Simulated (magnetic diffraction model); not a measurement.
# Which magnetic order? Sr3Co2S6

Space group R-3c (no. 167), a = 11.2440 Å, c = 12.7950 Å.

```csv
site,atom,x,y,z
18e,Sr,0.2988,1/3,0.5833
6a,Co,0,0,1/4
6b,Co,0,0,1/2
36f,S,0.1649,0.0216,0.6170
```

This is a made-up structure (elements placed in a structure type, unrelaxed), so the numbers test the method and describe no known phase.

Only Co is taken to order (form factors of Co3+); orders and moment sizes are assumed, and not adapted to the symmetry. Radiation: neutrons of λ = 2.52 Å, 3° to 60°; isotropic B of 0.17 Å² (Sr), 0.14 Å² (Co) and 0.23 Å² (S). Simulated constant-wavelength pattern: nuclear and magnetic terms add, the magnetic one as |2.695 fm × Σ f S⊥ exp(2πi Q·r) exp(−B s²)|², summed over all Q at one angle with the factor 1/(sin²θ cos θ). For a modulated order the moment at position r is S exp(−2πi k·r) + c.c., with S = m/2 for a sine wave of amplitude m and S = m(u + iv)/2 for moments turning in a plane, u and v being orthogonal unit vectors in it; the phase factor of the sum at Q = H + k is then exp(2πi H·r). Free-ion form factors, Sears's scattering lengths of 1992, no absorption; a label names one of the reflections at its angle. The strongest nuclear line in the range is 100, and lines under 0.2 are left out.

Above the ordering temperature:

| 2θ (°) | index | I |
| --- | --- | --- |
| 25.90 | (1 1 0) | 0.5 |
| 27.26 | (0 1 2) | 6.5 |
| 37.96 | (2 0 2) | 4.0 |
| 41.74 | (2 1 1) | 0.3 |
| 43.53 | (1 1 3) | 100.0 |
| 45.68 | (3 0 0) | 69.9 |
| 46.53 | (1 2 2) | 3.1 |
| 48.99 | (1 0 4) | 17.1 |
| 53.26 | (2 2 0) | 21.7 |
| 56.24 | (0 2 4) | 12.7 |
| 56.96 | (1 3 1) | 72.6 |

Below it (cell unchanged):

```tsv
2θ (°)	I
24.32	58.3
25.90	0.5
27.26	6.5
28.62	35.8
32.41	49.8
37.96	4.0
38.98	29.5
41.74	0.3
41.94	12.0
43.53	100.0
44.74	20.1
45.68	69.9
46.53	3.1
48.99	17.1
49.96	7.4
52.42	12.9
53.26	21.7
54.80	11.4
56.24	12.7
56.96	72.6
59.38	9.1
```

**Question.** Check that the new lines index with k = (1/3 1/3 0), then choose among these models:
A. moments turning in the plane of [100] and [010], 3.13 μB on Co; signs + at (0, 0, 1/4), + at (0, 0, 3/4), − at (0, 0, 1/2), − at (0, 0, 0)
B. moments turning in the plane of [001] and [100], 3.13 μB on Co; signs + at (0, 0, 1/4), + at (0, 0, 3/4), − at (0, 0, 1/2), − at (0, 0, 0)
C. a sine wave with moments along [010] (amplitudes given), 3.13 μB on Co; signs + at (0, 0, 1/4), + at (0, 0, 3/4), − at (0, 0, 1/2), − at (0, 0, 0)
D. a sine wave with moments along [001] (amplitudes given), 3.13 μB on Co; signs + at (0, 0, 1/4), + at (0, 0, 3/4), − at (0, 0, 1/2), − at (0, 0, 0)

The new lines index as (-1/3 2/3 2) at 24.32°, (4/3 -2/3 2) at 28.62°, (1/3 4/3 2) at 32.41° and (2/3 5/3 2) at 38.98°, that is as H ± k with k = (1/3 1/3 0), one of 3 inequivalent arms of its star (k and −k counted as one), which a powder can't tell apart. Satellites come in pairs about each point of the reciprocal lattice.

Magnetic intensity, observed (below minus above) and for each model:

| 2θ (°) | index | observed | A | B | C | D |
| --- | --- | --- | --- | --- | --- | --- |
| 24.32 | (-1/3 2/3 2) | 58.3 | 58.3 | 32.6 | 28.6 | 3.9 |
| 28.62 | (4/3 -2/3 2) | 35.8 | 35.8 | 24.9 | 16.9 | 8.0 |
| 32.41 | (1/3 4/3 2) | 49.8 | 49.8 | 43.5 | 26.9 | 16.7 |
| 38.98 | (2/3 5/3 2) | 29.5 | 29.5 | 29.1 | 14.8 | 14.2 |
| 41.94 | (-4/3 8/3 2) | 12.0 | 12.0 | 11.6 | 5.2 | 6.4 |
| 44.74 | (7/3 1/3 2) | 20.1 | 20.1 | 21.2 | 9.6 | 11.6 |
| 52.42 | (8/3 2/3 2) | 12.9 | 12.9 | 16.1 | 7.5 | 8.6 |
| 54.80 | (4/3 7/3 2) | 11.4 | 11.4 | 14.3 | 6.4 | 7.9 |

Model A matches.

The structure used: k = (1/3 1/3 0), moments turning in the plane of [100] and [010], 3.13 μB on Co; signs + at (0, 0, 1/4), + at (0, 0, 3/4), − at (0, 0, 1/2), − at (0, 0, 0).

[Logs are printed without paths, hosts, clocks, repeated set-up lines and the standing remarks that a program may print on its own settings, such as how far it seeks lower states.]
